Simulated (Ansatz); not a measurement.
**Phonon-limited resistivity of Rh(111) film of 2 layers**

Aim: how strongly do electrons couple to phonons in Rh(111) film of 2 layers, and what resistivity does that give?

Program: Ansatz 0.2.0. Level of theory: DFT PBEsol, scalar-relativistic, plane waves, PAW; PAW set soft_1. Results are calculated unless marked as measured.

Most raw output is cut from this account.

**1. The structure**

The cell holds 2 atoms: 2 Rh. Cell: a = 2.687 Å, b = 2.687 Å, c = 13.194 Å, α = 90.0°, β = 90.0°, γ = 120.0°. It derives from Rh. Vacuum lies along c.

**2. Rough relaxation**

The start is far from rest, so a relaxation with loose thresholds does the first part.

Input file input.yaml:

```yaml
crystal:
  lattice:
    - [2.68701, 0.0, 0.0]
    - [-1.3435, 2.32702, 0.0]
    - [0.0, 0.0, 13.19393]
  atoms:
    - { symbol: Rh, position: [0.0, 0.0, 0.41685833] }
    - { symbol: Rh, position: [0.33333333, 0.66666667, 0.58314167] }
  periodic: [true, true, false]
kpoints:
  mp_grid: { grid: [9, 9, 1] }
hamiltonian:
  xc: pbesol
  pseudopotentials: { kind: paw, azcp: { folder: soft_1 }, xc_functional: pbe }
scf:
  occupations: { method: gaussian, width: 0.1 }
output:
  forces: true
  stress: true
  eigenvalues: true
relax:
  adjacent_minimum: "off"
  f_tol: 0.05
  max_steps: 80
  cell: { stress_2d_tol: 0.02 }
```

Launch:

```console
$ ansatz run input.yaml --threads 4 --pin off --max-ram 20480MiB --backend cpu --events-out ev --progress --plain --runs-dir out
```

Wall time 6.9 s (4 threads of Arm Neoverse V2, shared host); peak memory 0.42 GiB.

Step by step:

| step | energy less that of the first step (eV) | largest force component (eV/Å) | volume (Å³) |
| --- | --- | --- | --- |
| 1 | 0.0000 | 0.7362 | 176.25 |
| 2 | -0.0907 | 0.9922 | 161.00 |
| 3 | -0.1515 | 0.0640 | 166.32 |
| 4 | -0.1533 | 0.0074 | 164.75 |
| 5 | -0.1534 | 0.0002 | 165.09 |
| 6* | -0.1523 | 0.0002 | 165.09 |
| 7 | -0.1523 | 0.0000 | 165.12 |
| 8* | -0.1523 | 0.0000 | 165.12 |

Relaxation steps marked * repeat the geometry before them on a plane-wave basis chosen anew for their cell, so energy and pressure can jump there.

Forces are held to the 12 operations that the run works with; a distortion that breaks them can't arise in this run.

| cell as run | before | after | change |
| --- | --- | --- | --- |
| a (Å) | 2.687 | 2.601 | -3.2 % |
| b (Å) | 2.687 | 2.601 | -3.2 % |

The atoms that moved most (Å, along periodic axes as changes of fractional coordinates times the final cell, across vacuum about the mean position):

| atom | dx | dy | dz | length |
| --- | --- | --- | --- | --- |
| Rh1 | 0.000 | 0.000 | 0.018 | 0.018 |
| Rh2 | 0.000 | 0.000 | -0.018 | 0.018 |

The relaxed structure:

```xyz
2
Lattice="2.6008 0.0000 0.0000 -1.3004 2.2523 0.0000 0.0000 0.0000 28.1879" Properties=species:S:1:pos:R:3
Rh    0.0000    0.0000    5.5180
Rh    0.0000    1.5016    7.6759
```

Numbers from this step:

```
metallic on mesh  : yes
gap on the k-mesh : 0 eV
```

The relaxation ends with a largest force component of 2.0e-5 eV/Å.

**3. Relaxing cell and atoms**

The structure is brought to rest under this functional.

input.yaml, the sections that differ from step 2:

```yaml
crystal:
  lattice:
    - [2.6007619233, -2.7941e-06, 0.0]
    - [-1.3003785419, 2.2523272918, 0.0]
    - [0.0, 0.0, 28.1878614963]
  atoms:
    - { symbol: Rh, position: [0.0, 0.0, 0.1957579849] }
    - { symbol: Rh, position: [0.3333333333, 0.6666666667, 0.2723133514] }
  periodic: [true, true, false]
kpoints:
  mp_grid: { grid: [15, 15, 1] }
output:
  forces: true
  stress: true
  eigenvalues: true
  write_density: true
  write_potential: true
  elf: true
  volumetric_format: npy
relax:
  adjacent_minimum: "off"
  f_tol: 0.005
  max_steps: 80
  cell: { stress_2d_tol: 0.02 }
# hamiltonian, scf: as in step 2
```

Elapsed: 7.3 s, on 4 threads; peak memory 0.48 GiB; 27 s of CPU time.

Little changed from the start: no atom moved by 0.005 Å and no cell edge by 0.1 %.

ELF in the ca plane at fractional y = 0.667, with atoms of Rh within 0.2 Å of it. It is the smooth field of the valence electrons, not physical close to the nuclei.

Values, 5 rows by 16 columns, each cell a mean:
```
0.00 0.00 0.01 0.07 0.19 0.41 0.26 0.24 0.27 0.14 0.02 0.00 0.00 0.00 0.00 0.00
0.00 0.00 0.01 0.07 0.20 0.33 0.24 0.34 0.28 0.12 0.02 0.00 0.00 0.00 0.00 0.00
0.00 0.00 0.01 0.08 0.24 0.25 0.26 0.63 0.44 0.09 0.02 0.00 0.00 0.00 0.00 0.00
0.00 0.00 0.01 0.08 0.24 0.26 0.27 0.66 0.47 0.09 0.02 0.00 0.00 0.00 0.00 0.00
0.00 0.00 0.01 0.07 0.21 0.30 0.24 0.43 0.32 0.11 0.02 0.00 0.00 0.00 0.00 0.00
```
Columns run along c (16.0 Å, from fractional 0.00 to 0.57 of the cell), rows up along a (2.6 Å). Atoms in or near the plane, at fractional coordinates: Rh at (0.27, 0.33).

Electrostatic potential energy in the ca plane at fractional y = 0.667, with atoms of Rh within 0.2 Å of it. With pseudopotentials it is smooth inside the atoms' cores, unlike the true potential.

Values in eV, 5 rows by 16 columns, each cell a mean:
```
  0   0   0   0  -5 -35 -12  -8  -5  -1   0   0   0   0   0   0
  0   0   0   0  -4 -24  -9 -25 -13  -1   0   0   0   0   0   0
  0   0   0   0  -2  -7  -9 -53 -34  -2   0   0   0   0   0   0
  0   0   0   0  -2  -6 -10 -55 -37  -2   0   0   0   0   0   0
  0   0   0   0  -3 -18  -9 -36 -20  -1   0   0   0   0   0   0
```
Columns run along c (16.0 Å, from fractional 0.00 to 0.57 of the cell; values clipped at the 3rd and 97th percentile), rows up along a (2.6 Å). Atoms in or near the plane, at fractional coordinates: Rh at (0.27, 0.33).

Valence density in the ca plane at fractional y = 0.667, with atoms of Rh within 0.2 Å of it. It is the smooth field of the valence electrons, not physical close to the nuclei.

Values in units of 1e0 e/Å³, 5 rows by 16 columns, each cell a mean:
```
0.0 0.0 0.0 0.0 0.2 1.9 0.6 0.4 0.3 0.0 0.0 0.0 0.0 0.0 0.0 0.0
0.0 0.0 0.0 0.0 0.2 1.1 0.5 1.4 0.6 0.0 0.0 0.0 0.0 0.0 0.0 0.0
0.0 0.0 0.0 0.0 0.1 0.4 0.5 7.1 3.0 0.0 0.0 0.0 0.0 0.0 0.0 0.0
0.0 0.0 0.0 0.0 0.1 0.3 0.5 8.5 3.6 0.0 0.0 0.0 0.0 0.0 0.0 0.0
0.0 0.0 0.0 0.0 0.2 0.8 0.5 2.6 1.1 0.0 0.0 0.0 0.0 0.0 0.0 0.0
```
Columns run along c (16.0 Å, from fractional 0.00 to 0.57 of the cell), rows up along a (2.6 Å). Atoms in or near the plane, at fractional coordinates: Rh at (0.27, 0.33).

**4. Tight relaxation**

Residual forces and stress shift phonon frequencies, so the cell is relaxed again, with tight thresholds and the mesh and smearing of this input.

input.yaml, the sections that differ from step 3:

```yaml
crystal:
  lattice:
    - [2.599342421, -2.7926e-06, 0.0]
    - [-1.2996687921, 2.251097966, 0.0]
    - [0.0, 0.0, 28.1878614963]
  atoms:
    - { symbol: Rh, position: [0.0, 0.0, 0.1957726063] }
    - { symbol: Rh, position: [0.3333333333, 0.6666666667, 0.27229873] }
  periodic: [true, true, false]
scf:
  occupations: { method: methfessel_paxton, width: 0.2 }
relax:
  adjacent_minimum: "off"
  f_tol: 0.001
  max_steps: 60
  cell: { stress_2d_tol: 0.002 }
# kpoints, hamiltonian, output: as in step 3
```

Wall time 9.3 s (4 threads); peak memory 0.5 GiB; 35 s of CPU time.

Little changed from the start: no atom moved by 0.005 Å and no cell edge by 0.1 %.

Electrostatic potential energy in the ca plane at fractional y = 0.667, with atoms of Rh within 0.2 Å of it. With pseudopotentials it is smooth inside the atoms' cores, unlike the true potential.

Ten even steps from '0' (-57 eV) to '9' (0 eV), each cell a mean:
```
99999999999997424798888999999999999999999999
99999999999997424798888999999999999999999999
99999999999998656887535899999999999999999999
99999999999999888884000589999999999999999999
99999999999999989972000389999999999999999999
99999999999999989972000389999999999999999999
99999999999999878884001589999999999999999999
99999999999998656887435899999999999999999999
```
Columns run along c (16.0 Å, from fractional 0.00 to 0.57 of the cell; values clipped at the 3rd and 97th percentile), rows up along a (2.6 Å). Atoms in or near the plane, at fractional coordinates: Rh at (0.27, 0.33).

Valence density in the ca plane at fractional y = 0.667, with atoms of Rh within 0.2 Å of it. It is the smooth field of the valence electrons, not physical close to the nuclei.

Ten steps, logarithmic in the rise over the least value, from '0' (0 e/Å³) to '9' (13 e/Å³), each cell a mean:
```
00000000000013565322333210000000000000000000
00000000000013565322333210000000000000000000
00000000000013454323554310000000000000000000
00000000000012333235887520000000000000000000
00000000000012222237998621000000000000000000
00000000000012222247999621000000000000000000
00000000000012333235887520000000000000000000
00000000000013454334565310000000000000000000
```
Columns run along c (16.0 Å, from fractional 0.00 to 0.57 of the cell), rows up along a (2.6 Å). Atoms in or near the plane, at fractional coordinates: Rh at (0.27, 0.33).

ELF in the ca plane at fractional y = 0.667, with atoms of Rh within 0.2 Å of it. It is the smooth field of the valence electrons, not physical close to the nuclei.

Values, 5 rows by 16 columns, each cell a mean:
```
0.00 0.00 0.01 0.07 0.19 0.41 0.26 0.24 0.27 0.14 0.02 0.00 0.00 0.00 0.00 0.00
0.00 0.00 0.01 0.07 0.20 0.33 0.24 0.34 0.28 0.12 0.02 0.00 0.00 0.00 0.00 0.00
0.00 0.00 0.01 0.08 0.24 0.25 0.26 0.63 0.44 0.09 0.02 0.00 0.00 0.00 0.00 0.00
0.00 0.00 0.01 0.08 0.24 0.26 0.27 0.66 0.47 0.09 0.02 0.00 0.00 0.00 0.00 0.00
0.00 0.00 0.01 0.07 0.21 0.30 0.24 0.43 0.32 0.11 0.02 0.00 0.00 0.00 0.00 0.00
```
Columns run along c (16.0 Å, from fractional 0.00 to 0.57 of the cell), rows up along a (2.6 Å). Atoms in or near the plane, at fractional coordinates: Rh at (0.27, 0.33).

**5. Lattice stability: q 2×2×1, k 8×8×1**

Before any scattering is computed, the phonons show whether the structure is a minimum.

input.yaml, the sections that differ from step 4:

```yaml
crystal:
  lattice:
    - [2.5987214349, -2.7919e-06, 0.0]
    - [-1.2993582996, 2.2505601759, 0.0]
    - [0.0, 0.0, 28.1878614963]
  atoms:
    - { symbol: Rh, position: [0.0, 0.0, 0.1957573961] }
    - { symbol: Rh, position: [0.3333333333, 0.6666666667, 0.2723139402] }
  periodic: [true, true, false]
kpoints:
  mp_grid: { grid: [8, 8, 1] }
output:
  eigenvalues: true
phonons:
  method: dfpt
  qmesh: [2, 2, 1]
  temperatures: { t_max: 1000, t_step: 50 }
  qpath:
    path:
      - [0.0, 0.0, 0.0]
      - [0.5, 0.0, 0.0]
      - [0.33333333, 0.33333333, 0.0]
      - [0.0, 0.0, 0.0]
    npoints: 10
# hamiltonian, scf: as in step 4
# relax: removed
```

The job ended after 30 s (4 threads; peak memory 0.75 GiB).

This step gave:

* share of imaginary modes in the plain interpolation between solved wavevectors: 0.0454
* highest frequency, solved or plainly interpolated: 242.3 cm⁻¹

Solved on the 2×2×1 mesh alone; all other wavevectors are interpolated. The phonon branches at the labelled points (cm⁻¹):

| point | branch 1 | branch 2 | branch 3 | branch 4 | branch 5 | branch 6 |
| --- | --- | --- | --- | --- | --- | --- |
| Γ | 0 | 0 | 0 | 109 | 109 | 216 |
| halfway | -11 | 101 | 130 | 156 | 185 | 190 |
| M | 65 | 121 | 144 | 146 | 231 | 242 |
| halfway | 67 | 110 | 168 | 171 | 224 | 234 |
| K | 86 | 86 | 199 | 209 | 209 | 210 |
| halfway | 7 | 122 | 140 | 162 | 191 | 193 |
| Γ | 0 | 0 | 0 | 109 | 109 | 216 |

Lowest modes at the softest wavevector of the mesh. Modes at q = (0.500, 0.500, 0.000):

| mode | frequency (cm⁻¹) |
| --- | --- |
| 1 | 65.1 |
| 2 | 121.0 |
| 3 | 144.5 |
| 4 | 145.8 |
| 5 | 230.6 |
| 6 | 242.3 |

Displacements in mode 1 (65.1 cm⁻¹), the largest set to 1, in the home cell:
```
Rh1  0.12 -0.07 -1.00
Rh2  0.12 -0.07 -1.00
```

Displacements in mode 5 (230.6 cm⁻¹), the largest set to 1, in the home cell:
```
Rh1  1.00 -0.58 -0.22
Rh2 -1.00  0.58  0.22
```

Among the solved wavevectors the lowest mode, translations apart, is 65.1 cm⁻¹, so these are real on this k mesh.

**6. Lattice stability: q 3×3×1, k 9×9×1**

The interpolated branches dip below zero between the solved wavevectors, so the phonons are repeated with another q and k mesh.

input.yaml, as its differences from that of step 5:

```diff
@@ -10,3 +10,3 @@
 kpoints:
-  mp_grid: { grid: [8, 8, 1] }
+  mp_grid: { grid: [9, 9, 1] }
 hamiltonian:
@@ -20,3 +20,3 @@
   method: dfpt
-  qmesh: [2, 2, 1]
+  qmesh: [3, 3, 1]
   temperatures: { t_max: 1000, t_step: 50 }
```

Run time: 72 s. Hardware: 4 threads; peak memory 1 GiB; 4.6 min of CPU time.

Numbers from this step:

```
zero point energy                                                              : 0.06150 eV/cell
share of imaginary modes in the plain interpolation between solved wavevectors : 0
highest frequency, solved or plainly interpolated                              : 255.5 cm⁻¹
```

Solved on the 3×3×1 mesh alone; all other wavevectors are interpolated. The phonon branches at the labelled points (cm⁻¹):

| point | branch 1 | branch 2 | branch 3 | branch 4 | branch 5 | branch 6 |
| --- | --- | --- | --- | --- | --- | --- |
| Γ | 0 | 0 | 0 | 116 | 116 | 222 |
| halfway | 86 | 116 | 151 | 152 | 195 | 210 |
| M | 116 | 136 | 157 | 176 | 246 | 256 |
| halfway | 137 | 149 | 166 | 188 | 232 | 245 |
| K | 156 | 156 | 183 | 212 | 212 | 227 |
| halfway | 100 | 136 | 144 | 168 | 201 | 217 |
| Γ | 0 | 0 | 0 | 116 | 116 | 222 |

Lowest modes at the softest wavevector of the mesh. Modes at q = (-0.333, 0.000, 0.000):

| mode | frequency (cm⁻¹) |
| --- | --- |
| 1 | 104.2 |
| 2 | 130.3 |
| 3 | 151.2 |
| 4 | 165.0 |
| 5 | 222.0 |
| 6 | 233.6 |

Displacements in mode 1 (104.2 cm⁻¹), the largest set to 1, in the home cell (x, y, z of the real part, then of the imaginary part):
```
Rh1  0.23  0.13  1.00 -0.09 -0.05  0.00
Rh2  0.23  0.13  1.00  0.09  0.05  0.00
```

Displacements in mode 3 (151.2 cm⁻¹), the largest set to 1, in the home cell (x, y, z of the real part, then of the imaginary part):
```
Rh1  0.33  0.19 -1.00 -0.20 -0.11  0.01
Rh2 -0.33 -0.19  1.00 -0.20 -0.11  0.01
```

Among the solved wavevectors the lowest mode, translations apart, is 104 cm⁻¹, so these are real on this k mesh.

**7. Resistivity: q 3×3×1, k 9×9×1, scattering 18×18×1**

Phonons, couplings and the Boltzmann equation in one run.

input.yaml, as its differences from that of step 6:

```diff
@@ -29 +29,4 @@
     npoints: 10
+  electrical_resistivity:
+    mesh: [18, 18, 1]
+    temperatures: [20.0, 50.0, 77.0, 100.0, 150.0, 200.0, 300.0, 400.0, 600.0, 800.0]
```

Run time: 93 s. Hardware: 4 threads; peak memory 1.6 GiB; 5.9 min of CPU time.

Numbers from this step:

```yaml
cell_height: 28.19 Å
sheet_resistance_300k: 146.9 Ω/square, mean in the plane
resistivity_at_300_k: 41.42 μΩ cm, mean of the axes, of the whole cell with its vacuum
coupling_constant_lambda: 0.3669
density_of_states_at_the_fermi_level: 1.447 states/eV a spin and cell
log_mean_phonon_energy_omega_log: 17.44 meV
transport_coupling_constant_lambda_tr: 0.434, 0.434, 0 (xx, yy, zz)
drude_plasma_energy: 3.394, 3.394, 0 eV (xx, yy, zz), of the whole cell with its vacuum
second_moment_phonon_energy_omega: 19.4 meV, from the broadened α²F curve
coupling_lambda_by_branch: 0.106, 0.0866, 0.0563, 0.0564, 0.033, 0.0282 (branches by rank of frequency)
```

The Eliashberg function α²F has structure finer than the step of the table below, so its rows give means over 1 meV, whole bins alone (the curve runs from 0.121 to 30.9 meV). Peaks (meV: height): α²F 13.2: 0.264, 18.1: 0.856, 23.6: 0.412, 30.2: 0.206; α²F tr 13.2: 0.284, 18.1: 1.06, 23.6: 0.512, 27.5: 0.340.

Table of Eliashberg function α²F by phonon energy; means over each step:

| phonon energy (meV) | α²F | α²F tr |
| --- | --- | --- |
| 1 | 2.6e-4 | 2.2e-4 |
| 2 | 7.9e-4 | 7.0e-4 |
| 3 | 0.00142 | 0.00108 |
| 4 | 0.00246 | 0.00164 |
| 5 | 0.00389 | 0.00248 |
| 6 | 0.00630 | 0.00421 |
| 7 | 0.00998 | 0.00721 |
| 8 | 0.0163 | 0.0122 |
| 9 | 0.0238 | 0.0179 |
| 10 | 0.0337 | 0.0254 |
| 11 | 0.0459 | 0.0349 |
| 12 | 0.0752 | 0.0678 |
| 13 | 0.200 | 0.213 |
| 14 | 0.133 | 0.144 |
| 15 | 0.108 | 0.117 |
| 16 | 0.0975 | 0.117 |
| 17 | 0.129 | 0.161 |
| 18 | 0.539 | 0.650 |
| 19 | 0.347 | 0.349 |
| 20 | 0.127 | 0.182 |
| 21 | 0.128 | 0.194 |
| 22 | 0.195 | 0.245 |
| 23 | 0.264 | 0.298 |
| 24 | 0.129 | 0.170 |
| 25 | 0.0510 | 0.0946 |
| 26 | 0.0903 | 0.156 |
| 27 | 0.157 | 0.263 |
| 28 | 0.142 | 0.235 |
| 29 | 0.114 | 0.171 |
| 30 | 0.163 | 0.213 |

By its own test the run is not converged in the mesh. λ = 0.367 and 147 Ω per square at 300 K.

(Part 1 of 2 ends here.)

[Logs are printed without paths, hosts, clocks, repeated set-up lines and the standing remarks that a program may print on its own settings, such as how far it seeks lower states.]

[Hosts, paths, dates, database ids (printed as entryN), source tags and the programs' standing remarks are cut or masked in the printed files.]
